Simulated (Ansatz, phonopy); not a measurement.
# KCl (Sylvite, Fm-3m): thermal expansion from first principles, part 4 of 5

How much does KCl (Sylvite) expand with temperature?

Experimental results on record:
- volume expansion coefficient 111.3 1e-6/K and heat capacity C_P per formula unit 51.7 J/mol/K near room temperature (given in “High-Throughput Prediction of Finite-Temperature Properties using the Quasi-Harmonic Approximation”, 2016, arXiv:1603.06924)
- volume expansion coefficient 114.9 1e-6/K near room temperature (given in “Descriptors for thermal expansion in solids”, 2017, arXiv:1701.03966)

Ansatz 0.2.0; DFT LDA, scalar-relativistic, plane waves, PAW.

So far, principal linear expansion coefficients at 298 K (× 1e-6/K): step 6 (the quasi-harmonic study, cutoff 487.2 eV, k-mesh 8×8×8) 36.3.

**8. The quasi-harmonic study, k-mesh 4×4×4, q-mesh 4×4×4**

The study relaxes the crystal at several strains, solves the phonons on some of them and minimises the free energy at each temperature (static energy, vibrations, the electrons in a metal, and PV under a set pressure); the q-mesh sets how far the force constants reach.

This step: DFT LDA, scalar-relativistic, plane waves, PAW (Ansatz 0.2.0).

The input, input.yaml:

```yaml
crystal:
  lattice:
    - [0.0, 3.0385007311, 3.0385007311]
    - [3.0385007311, 0.0, 3.0385007311]
    - [3.0385007311, 3.0385007311, 0.0]
  atoms:
    - { symbol: K, position: [0.0, 0.0, 0.0] }
    - { symbol: Cl, position: [0.5, 0.5, 0.5] }
kpoints:
  mp_grid: { grid: [4, 4, 4] }
hamiltonian:
  xc: lda
scf:
  occupations: { method: fixed }
output:
  eigenvalues: true
phonons:
  method: dfpt
  qmesh: [4, 4, 4]
  temperatures: { t_max: 800.0, t_step: 50 }
  thermal_expansion: {}
```

Command:

```
> ansatz run input.yaml --threads 4 --pin off --max-ram 16384MiB --backend cpu --events-out ev --progress --plain --runs-dir out
```

Numbers of over 12 decimals in the logs are rounded to 6 here.

Output:

```text
[...]
Crystal: 2 atoms, lattice volume = 56.106 Å³
Basis set: ecut = 487.2 eV, 1363 PW (Γ), exchange–correlation on 64×64×64 points (8 copies of the dense FFT grid, shifted against one another)
Bands: 12, of which v1, the nominal top of the filled ones, is band 8 counted from 1 (7 counted from 0)
Symmetry: 48 space group operations
[...]
k-points: 8 of 64
[...]
SCF iter   1: F=—  HF=-2544.300371 eV  |F-HF|=—  |Δ(HF+E_count)|=         —  Δρ=6.60e-3  dr2=2.32e-2  ethr=1.77e-3  ⟨swp⟩=4.5  Hψ=515  notcnv=0  defer=14
[...]
SCF iter   7: F=-2544.291703 eV  HF=-2544.291703 eV  |F-HF|=2.27e-12  |Δ(HF+E_count)|=  8.19e-11  Δρ=1.90e-7  dr2=8.24e-12  ethr=1.00e-12  ⟨swp⟩=6.5  Hψ=500  notcnv=0
SCF 1 converged in 7 iterations: F = -2544.291703 eV  dr2 = 8.24e-12
[...]
relax step   1: F+E_penalty+E_count = -2544.29170309 eV  Δ(F+E_penalty+E_count) = +0.000e0 eV  max|allowed force component| = 7.100e-30 eV/Å  Δτ_max = 0.0000 Å  (7 SCF iters, accepted)
SCF converged after 7 iterations
Free energy (F): -2544.291703 eV
[...]
Internal energy: -2544.291703 eV  (E = F + TS)
E sigma→0 (E₀):  -2544.291703 eV
Fermi energy:    1.340942 eV
[...]
--- Stress (GPa, compression-positive) ---
       -0.005356       0.000000       0.000000
        0.000000      -0.005356      -0.000000
       -0.000000      -0.000000      -0.005356
  P = ⅓ Tr σ = -0.0054 GPa (-0.054 kbar)
--- Band table (eV; the first three rows and the last of 8) ---
  k-point 0: bands = [... 4 lower, -8.9730, 1.3409, 1.3409, 1.3409, 6.4509, 9.4389, 9.4389, 9.4389]
  k-point 1: bands = [... 4 lower, -8.8056, 0.5889, 1.1082, 1.1082, 7.8269, 9.2752, 10.2810, 10.2810]
  k-point 2: bands = [... 4 lower, -8.6529, 0.0066, 0.8960, 0.8960, 8.8077, 10.0029, 11.9305, 11.9305]
  k-point 7: bands = [... 4 lower, -8.8527, 0.7092, 0.7833, 0.7833, 9.1543, 9.1543, 10.9025, 11.3846]
── thermal expansion: 3 new cells, 3 in all ──
thermal expansion: relaxation of cell 2
thermal expansion: relaxation of cell 3
── thermal expansion: 2 new cells, 5 in all ──
thermal expansion: relaxation of cell 4
thermal expansion: lower-state search of cell 4
thermal expansion: phonons of cell 4
thermal expansion: relaxation of cell 5
thermal expansion: phonons of cell 5
── thermal expansion: 8 new cells, 13 in all ──
thermal expansion: relaxation of cell 6
thermal expansion: relaxation of cell 7
thermal expansion: relaxation of cell 8
thermal expansion: relaxation of cell 9
thermal expansion: relaxation of cell 10
thermal expansion: relaxation of cell 11
thermal expansion: relaxation of cell 12
thermal expansion: relaxation of cell 13
thermal expansion: phonons of cell 6
thermal expansion: phonons of cell 7
thermal expansion: phonons of cell 8
thermal expansion: phonons of cell 9
thermal expansion: phonons of cell 10
--- Relaxed structure (1 steps of the walk, 1 accepted, 0 SCFs on fresh bases) ---
  F+E_penalty+E_count = -2544.29170309 eV   max|allowed force component| = 7.100e-30 eV/Å
  atoms:
    - { symbol: K, position: [0.0, 0.0, 0.0] }
    - { symbol: Cl, position: [0.5, 0.5, 0.5] }
--- Thermal expansion: 13 cells in 3 rounds, 0 GPa ---
  no lower state was reached at cell 4
  without vibrations: a 4.29678, b 4.29678, c 4.29678 Å, V 56.0936 Å³, B 24.26 GPa
  at 0 K: a 4.31052, b 4.31052, c 4.31052 Å, V 56.6334 Å³, B 23.47 GPa
  zero-point expansion: a +0.320, b +0.320, c +0.320, V +0.962 %
[...]
0.00    4.31052    4.31052    4.31052    56.6334 |    0.00    0.00    0.00    0.00 |   71.88 |     0.000     0.000 |    23.47    23.47
   100.00    4.31488    4.31488    4.31488    56.8055 |   23.32   23.32   23.32   69.95 |   93.15 |    38.444    38.062 |    22.82    23.05
   200.00    4.32721    4.32721    4.32721    57.2938 |   32.02   32.02   32.02   96.06 |  102.09 |    47.912    46.541 |    21.52    22.15
   298.15    4.34176    4.34176    4.34176    57.8737 |   36.21   36.21   36.21  108.62 |       - |    50.861    48.391 |    20.14    21.17
   350.00    4.35014    4.35014    4.35014    58.2097 |   38.23   38.23   38.23  114.70 |  111.97 |    51.946    48.817 |    19.38    20.63
   450.00    4.36771    4.36771    4.36771    58.9178 |   42.49   42.49   42.49  127.47 |  118.81 |    53.892    49.263 |    17.84    19.52
   550.00    4.38742    4.38742    4.38742    59.7191 |   47.80   47.80   47.80  143.41 |  126.61 |    56.065    49.488 |    16.17    18.31
   650.00    4.40996    4.40996    4.40996    60.6442 |   55.13   55.13   55.13  165.40 |  136.06 |    58.903    49.616 |    14.30    16.98
   750.00    4.43665    4.43665    4.43665    61.7518 |   66.48   66.48   66.48  199.44 |  148.30 |    63.173    49.696 |    12.15    15.44
   800.00    4.45233    4.45233    4.45233    62.4089 |   75.15   75.15   75.15  225.45 |  156.15 |    66.395    49.726 |    10.91    14.56
[...]
vibrations' free energy: its fit leaves 0.0002 meV an atom at the most
  the electrons' free energy at temperature is not in it: every band gap is over 0.83 eV
  free energies summed between the sampled wave vectors
[...]
the FFT grids of the static calculations differ: 32 × 32 × 32, 36 × 36 × 36
  band gaps on the cells' k-points are 4.622 to 5.224 eV
```

Elapsed: 2.5 min, on 4 threads of Arm Neoverse V2, shared host; peak memory 0.52 GiB; 9 min of CPU time.

This step gave:

```yaml
pressure: -0.005356 GPa
volume_expansion_coefficient_at_298_k: 108.6 1e-6/K
c_p_at_298_k: 25.43 J/mol-atom/K
entropy_at_298_k: 40.40 J/mol-atom/K
isothermal_bulk_modulus_at_298_k: 20.14 GPa
grueneisen_parameter_at_298_k: 1.576
principal_linear_expansion_coefficients_at_298_k: 36.21, 36.21, 36.21 1e-6/K
```

Strained cells of the study; zero-point energy where phonons were solved; the pressures are stresses at a fixed cutoff and can carry an offset from the finite basis. Expansion cells, by row:

| cell | \|a\| (Å) | \|b\| (Å) | \|c\| (Å) | V (Å³/atom) | E - E_lowest (meV/atom) | pressure, compression positive (GPa) | gap (eV) | zero-point energy (meV/atom) |
| --- | --- | --- | --- | --- | --- | --- | --- | --- |
| 1 | 4.297 | 4.297 | 4.297 | 28.05 | 0 | -0.008 | 5.11 | - |
| 2 | 4.331 | 4.331 | 4.331 | 28.73 | 1.205 | -0.554 | 5.022 | - |
| 3 | 4.263 | 4.263 | 4.263 | 27.39 | 1.218 | 0.607 | 5.201 | - |
| 4 | 4.297 | 4.297 | 4.297 | 28.05 | 0 | -0.01 | 5.11 | 23.58 |
| 5 | 4.319 | 4.319 | 4.319 | 28.48 | 0.485 | -0.359 | 5.054 | 22.98 |
| 6 | 4.331 | 4.331 | 4.331 | 28.73 | 1.194 | -0.551 | 5.022 | 22.63 |
| 7 | 4.366 | 4.366 | 4.366 | 29.42 | 4.615 | -1.03 | 4.937 | 21.69 |
| 8 | 4.4 | 4.4 | 4.4 | 30.12 | 10.1 | -1.452 | 4.855 | 20.76 |
| 9 | 4.435 | 4.435 | 4.435 | 30.85 | 17.5 | -1.822 | 4.775 | 19.85 |
| 10 | 4.471 | 4.471 | 4.471 | 31.59 | 26.68 | -2.144 | 4.697 | 18.94 |
| 11 | 4.255 | 4.255 | 4.255 | 27.23 | 1.921 | 0.771 | 5.224 | - |
| 12 | 4.276 | 4.276 | 4.276 | 27.64 | 0.464 | 0.366 | 5.166 | - |
| 13 | 4.506 | 4.506 | 4.506 | 32.35 | 37.59 | -2.425 | 4.622 | - |

Quasi-harmonic; a, b, c are the run's own cell vectors. Expansion, by row:

| T (K) | a (Å) | b (Å) | c (Å) | alpha (deg) | beta (deg) | gamma (deg) | cell volume (Å³/cell) | alpha_a (1e-6/K) | alpha_b (1e-6/K) | alpha_c (1e-6/K) | alpha_V (1e-6/K) | C_P (J/mol-atom/K) | C_V (J/mol-atom/K) | S (J/mol-atom/K) | B_T (GPa) | B_S (GPa) | Grueneisen | extrapolation | fit error (1e-6/K) |
| --- | --- | --- | --- | --- | --- | --- | --- | --- | --- | --- | --- | --- | --- | --- | --- | --- | --- | --- | --- |
| 0 | 4.311 | 4.311 | 4.311 | 60 | 60 | 60 | 56.63 | 0 | 0 | 0 | 0 | 0 | 0 | 0 | 23.47 | 23.47 | - | 0 | 0 |
| 50 | 4.311 | 4.311 | 4.311 | 60 | 60 | 60 | 56.66 | 9.81 | 9.81 | 9.81 | 29.43 | 10.12 | 10.11 | 4.969 | 23.34 | 23.38 | 1.16 | 0 | 0 |
| 100 | 4.315 | 4.315 | 4.315 | 60 | 60 | 60 | 56.81 | 23.32 | 23.32 | 23.32 | 69.95 | 19.22 | 19.03 | 15.32 | 22.82 | 23.05 | 1.435 | 0 | 0.01 |
| 150 | 4.321 | 4.321 | 4.321 | 60 | 60 | 60 | 57.03 | 28.93 | 28.93 | 28.93 | 86.79 | 22.47 | 22.04 | 23.83 | 22.19 | 22.62 | 1.5 | 0 | 0.01 |
| 200 | 4.327 | 4.327 | 4.327 | 60 | 60 | 60 | 57.29 | 32.02 | 32.02 | 32.02 | 96.06 | 23.96 | 23.27 | 30.52 | 21.52 | 22.15 | 1.532 | 0 | 0.02 |
| 250 | 4.334 | 4.334 | 4.334 | 60 | 60 | 60 | 57.58 | 34.28 | 34.28 | 34.28 | 102.8 | 24.83 | 23.87 | 35.97 | 20.83 | 21.66 | 1.556 | 0 | 0.03 |
| 298.1 | 4.342 | 4.342 | 4.342 | 60 | 60 | 60 | 57.87 | 36.21 | 36.21 | 36.21 | 108.6 | 25.43 | 24.2 | 40.4 | 20.14 | 21.17 | 1.576 | 0 | 0.04 |
| 300 | 4.342 | 4.342 | 4.342 | 60 | 60 | 60 | 57.89 | 36.28 | 36.28 | 36.28 | 108.8 | 25.45 | 24.2 | 40.55 | 20.12 | 21.15 | 1.577 | 0 | 0.04 |
| 350 | 4.35 | 4.35 | 4.35 | 60 | 60 | 60 | 58.21 | 38.23 | 38.23 | 38.23 | 114.7 | 25.97 | 24.41 | 44.52 | 19.38 | 20.63 | 1.597 | 0 | 0.05 |
| 400 | 4.359 | 4.359 | 4.359 | 60 | 60 | 60 | 58.55 | 40.27 | 40.27 | 40.27 | 120.8 | 26.46 | 24.54 | 48.02 | 18.63 | 20.08 | 1.617 | 0 | 0.06 |
| 450 | 4.368 | 4.368 | 4.368 | 60 | 60 | 60 | 58.92 | 42.49 | 42.49 | 42.49 | 127.5 | 26.95 | 24.63 | 51.16 | 17.84 | 19.52 | 1.638 | 0 | 0.08 |
| 500 | 4.377 | 4.377 | 4.377 | 60 | 60 | 60 | 59.31 | 44.97 | 44.97 | 44.97 | 134.9 | 27.46 | 24.7 | 54.02 | 17.02 | 18.93 | 1.661 | 0 | 0.08 |
| 550 | 4.387 | 4.387 | 4.387 | 60 | 60 | 60 | 59.72 | 47.8 | 47.8 | 47.8 | 143.4 | 28.03 | 24.74 | 56.67 | 16.17 | 18.31 | 1.685 | 0 | 0.09 |
| 600 | 4.398 | 4.398 | 4.398 | 60 | 60 | 60 | 60.16 | 51.13 | 51.13 | 51.13 | 153.4 | 28.68 | 24.78 | 59.13 | 15.26 | 17.67 | 1.711 | 0 | 0.11 |
| 650 | 4.41 | 4.41 | 4.41 | 60 | 60 | 60 | 60.64 | 55.13 | 55.13 | 55.13 | 165.4 | 29.45 | 24.81 | 61.46 | 14.3 | 16.98 | 1.741 | 0 | 0.13 |
| 700 | 4.423 | 4.423 | 4.423 | 60 | 60 | 60 | 61.17 | 60.09 | 60.09 | 60.09 | 180.3 | 30.39 | 24.83 | 63.68 | 13.27 | 16.24 | 1.774 | 0 | 0.13 |
| 750 | 4.437 | 4.437 | 4.437 | 60 | 60 | 60 | 61.75 | 66.48 | 66.48 | 66.48 | 199.4 | 31.59 | 24.85 | 65.81 | 12.15 | 15.44 | 1.813 | 0 | 0.1 |
| 800 | 4.452 | 4.452 | 4.452 | 60 | 60 | 60 | 62.41 | 75.15 | 75.15 | 75.15 | 225.4 | 33.2 | 24.86 | 67.9 | 10.91 | 14.56 | 1.859 | 0 | 0.47 |

Expansion coefficient against temperature; values in 1e-6/K:

| temperature (K) | volume | principal 1 |
| --- | --- | --- |
| 0 | 0 | 0 |
| 50 | 29.4 | 9.81 |
| 100 | 70.0 | 23.3 |
| 150 | 86.8 | 28.9 |
| 200 | 96.1 | 32.0 |
| 250 | 103 | 34.3 |
| 298 | 109 | 36.2 |
| 300 | 109 | 36.3 |
| 350 | 115 | 38.2 |
| 400 | 121 | 40.3 |
| 450 | 127 | 42.5 |
| 500 | 135 | 45.0 |
| 550 | 143 | 47.8 |
| 600 | 153 | 51.1 |
| 650 | 165 | 55.1 |
| 700 | 180 | 60.1 |
| 750 | 199 | 66.5 |
| 800 | 225 | 75.2 |

Changing the q-mesh (2×2×2 → 4×4×4) and the k-mesh (8×8×8 → 4×4×4) takes the volume expansion at 298 K from 109 to 109 × 10⁻⁶/K and B_T from 20.2 to 20.1 GPa.

**9. Free-energy fit**

This step: DFT LDA, scalar-relativistic, plane waves, PAW (phonopy 4.10.0).

Numbers from this step:

* volume expansion coefficient at 300 K: 108.7 1e-6/K
* isothermal bulk modulus at 300 K: 20.12 GPa
* C_P at 300 K: 25.54 J/mol-atom/K
* Grüneisen parameter at 300 K: 1.575

The energy (each curve on its own zero) by volume; values in meV/atom:

| volume (Å³/atom) | static | F at 0 K | F at 300 K | F at 800 K |
| --- | --- | --- | --- | --- |
| 28.05 | 0 | 2.09 | 6.91 | 17.9 |
| 28.48 | 0.49 | 1.97 | 5.56 | 13.7 |
| 28.73 | 1.19 | 2.33 | 5.18 | 11.6 |
| 29.42 | 4.61 | 4.81 | 5.55 | 7.09 |
| 30.12 | 10.1 | 9.37 | 7.86 | 4.31 |
| 30.85 | 17.5 | 15.9 | 11.9 | 3.02 |
| 31.59 | 26.7 | 24.1 | 17.6 | 3.03 |

Phonopy-qha, vinet fit of F(V) at each temperature. Qha vinet, by row:

| T (K) | fitted volume (Å³/atom) | alpha_V (1e-6/K) | B_T (GPa) | C_P (J/mol-atom/K) | Grueneisen |
| --- | --- | --- | --- | --- | --- |
| 100 | 28.4 | 66.12 | 22.82 | 19.08 | 1.356 |
| 150 | 28.52 | 85.55 | 22.2 | 22.64 | 1.48 |
| 200 | 28.65 | 95.54 | 21.54 | 24.11 | 1.526 |
| 250 | 28.79 | 102.6 | 20.84 | 24.95 | 1.553 |
| 300 | 28.94 | 108.7 | 20.12 | 25.54 | 1.575 |
| 350 | 29.1 | 114.7 | 19.37 | 26.04 | 1.596 |
| 400 | 29.28 | 121 | 18.6 | 26.52 | 1.617 |
| 450 | 29.46 | 127.9 | 17.8 | 27 | 1.639 |
| 500 | 29.65 | 135.6 | 16.96 | 27.51 | 1.663 |
| 550 | 29.86 | 144.4 | 16.1 | 28.09 | 1.689 |
| 600 | 30.08 | 154.5 | 15.2 | 28.74 | 1.717 |
| 650 | 30.33 | 166.5 | 14.26 | 29.51 | 1.748 |
| 700 | 30.59 | 180.8 | 13.29 | 30.43 | 1.783 |
| 750 | 30.88 | 198.2 | 12.28 | 31.56 | 1.822 |

The volume expansion coefficient by temperature; values in 1e-6/K:

| temperature (K) | phonopy-qha, Vinet | Ansatz's own study |
| --- | --- | --- |
| 100 | 66.1 | 70.0 |
| 150 | 85.5 | 86.8 |
| 200 | 95.5 | 96.1 |
| 250 | 103 | 103 |
| 300 | 109 | 109 |
| 350 | 115 | 115 |
| 400 | 121 | 121 |
| 450 | 128 | 127 |
| 500 | 136 | 135 |
| 550 | 144 | 143 |
| 600 | 155 | 153 |
| 650 | 166 | 165 |
| 700 | 181 | 180 |
| 750 | 198 | 199 |

The fit gives a volume expansion of 109 × 10⁻⁶/K at 300 K, against 109 at 298 K from the study itself, whose static fit uses more cells.

**10. Relaxing at another setting**

The functional, the potentials or the cutoff change, so the crystal is relaxed again at the new setting.

This step: DFT LDA, scalar-relativistic, plane waves, PAW (Ansatz 0.2.0).

input.yaml, the sections that differ from step 8:

```yaml
kpoints:
  mp_grid: { grid: [8, 8, 8] }
output:
  forces: true
  stress: true
  eigenvalues: true
basis:
  ecutwfc: 320.0
relax:
  adjacent_minimum: "off"
  f_tol: 0.001
  max_steps: 60
  cell: { stress_tol: 0.01 }
# crystal, hamiltonian, scf: as in step 8
# phonons: removed
```

Output:

```text
Warning: basis.ecutwfc = 320 eV is below the records' recommended 420 eV, and the density's cutoff is lower with it unless basis.ecutrho_ratio is high enough to keep the records' density cutoff: compare with a run at a higher cutoff
[...]
Crystal: 2 atoms, lattice volume = 56.106 Å³
Basis set: ecut = 320 eV, 725 PW (Γ)
[...]
k-point 28: bands = [... 4 lower, -8.8552, 0.7094, 0.7833, 0.7833, 9.1576, 9.1576, 10.9057, 11.3928]
--- Relaxed structure (1 steps of the walk, 1 accepted, 1 SCFs on fresh bases) ---
[...]
cell:  # Å, volume = 56.1058 Å³
    - [0.0, 3.0385007311, 3.0385007311]
    - [3.0385007311, 0.0, 3.0385007311]
    - [3.0385007311, 3.0385007311, 0.0]
  atoms:
    - { symbol: K, position: [0.0, 0.0, 0.0] }
    - { symbol: Cl, position: [0.5, 0.5, 0.5] }
[key lines of the parts left out:]
SCF converged after 5 iterations
Free energy (F): -2544.278316 eV
Fermi energy:    1.341073 eV
P = ⅓ Tr σ = -0.0011 GPa (-0.011 kbar)
```

It took 0.66 s on 4 threads; peak memory 0.28 GiB; 2 s of CPU time.

Little changed from the start: no atom moved by 0.005 Å and no cell edge by 0.1 %.

Numbers from this step:

- pressure: -0.001122 GPa
- gap on the k-mesh: 5.111 eV

The residual pressure is -0.0011 GPa, small enough for phonons.

**11. Phonons on strained cells, cutoff 320 eV, q-mesh 4×4×4**

Thermal expansion follows from how the free energy of the vibrations (and of the electrons in a metal) changes with strain, so the program makes strained cells, their phonons and a fit in one run.

input.yaml, the sections that differ from step 10:

```yaml
output:
  eigenvalues: true
phonons:
  method: dfpt
  qmesh: [4, 4, 4]
  temperatures: { t_max: 800.0, t_step: 50 }
  thermal_expansion: {}
# crystal, kpoints, hamiltonian, scf, basis: as in step 10
# relax: removed
```

Output:

```text
[...]
Warning: basis.ecutrho_ratio = 4 (ecutrho = 1280 eV) is below the records' recommended 1680 eV
[...]
Crystal: 2 atoms, lattice volume = 56.106 Å³
Basis set: ecut = 320 eV, 725 PW (Γ), exchange–correlation on 54×54×54 points (8 copies of the dense FFT grid, shifted against one another)
[...]
[key lines of the parts left out:]
SCF converged after 7 iterations
Free energy (F): -2544.278316 eV
Fermi energy:    1.341072 eV
P = ⅓ Tr σ = -0.0011 GPa (-0.011 kbar)
band gaps on the cells' k-points are 4.619 to 5.223 eV
```

Wall time 7.3 min (4 threads); peak memory 0.83 GiB.

Strained cells of the study; zero-point energy where phonons were solved; the pressures are stresses at a fixed cutoff and can carry an offset from the finite basis. Expansion cells, by row:

| cell | \|a\| (Å) | \|b\| (Å) | \|c\| (Å) | V (Å³/atom) | E - E_lowest (meV/atom) | pressure, compression positive (GPa) | gap (eV) | zero-point energy (meV/atom) |
| --- | --- | --- | --- | --- | --- | --- | --- | --- |
| 1 | 4.297 | 4.297 | 4.297 | 28.05 | 0 | -0.384 | 5.111 | - |
| 2 | 4.331 | 4.331 | 4.331 | 28.73 | 1.155 | -0.918 | 5.022 | - |
| 3 | 4.263 | 4.263 | 4.263 | 27.39 | 1.274 | 0.218 | 5.202 | - |
| 4 | 4.298 | 4.298 | 4.298 | 28.07 | 0.04 | -0.4 | 5.109 | 23.61 |
| 5 | 4.319 | 4.319 | 4.319 | 28.49 | 0.471 | -0.738 | 5.053 | 23.02 |
| 6 | 4.332 | 4.332 | 4.332 | 28.75 | 1.237 | -0.93 | 5.021 | 22.67 |
| 7 | 4.367 | 4.367 | 4.367 | 29.44 | 4.834 | -1.405 | 4.935 | 21.74 |
| 8 | 4.402 | 4.402 | 4.402 | 30.15 | 10.34 | -1.815 | 4.853 | 20.83 |
| 9 | 4.437 | 4.437 | 4.437 | 30.87 | 17.84 | -2.176 | 4.773 | 19.93 |
| 10 | 4.472 | 4.472 | 4.472 | 31.62 | 27.14 | -2.49 | 4.695 | 19.04 |
| 11 | 4.255 | 4.255 | 4.255 | 27.24 | 2.028 | 0.36 | 5.223 | - |
| 12 | 4.277 | 4.277 | 4.277 | 27.65 | 0.41 | -0.028 | 5.165 | - |
| 13 | 4.508 | 4.508 | 4.508 | 32.38 | 38.1 | -2.761 | 4.619 | - |

Changing the k-mesh (4×4×4 → 8×8×8) and the cutoff (487.2 → 320 eV) takes the volume expansion at 298 K from 109 to 106 × 10⁻⁶/K and B_T from 20.1 to 20.4 GPa.

**12. Quasi-harmonic fit by phonopy**

This step: DFT LDA, scalar-relativistic, plane waves, PAW (phonopy 4.10.0).

The fit gives a volume expansion of 105 × 10⁻⁶/K at 300 K, against 106 at 298 K from the study itself, whose static fit uses more cells.

(Part 4 of 5 ends here.)

[Logs are printed without paths, hosts, clocks, repeated set-up lines and the standing remarks that a program may print on its own settings, such as how far it seeks lower states.]

[Hosts, paths, dates, database ids (printed as entryN), source tags and the programs' standing remarks are cut or masked in the printed files.]

[A step with changed settings may run another functional than the one named; its input shows which.]
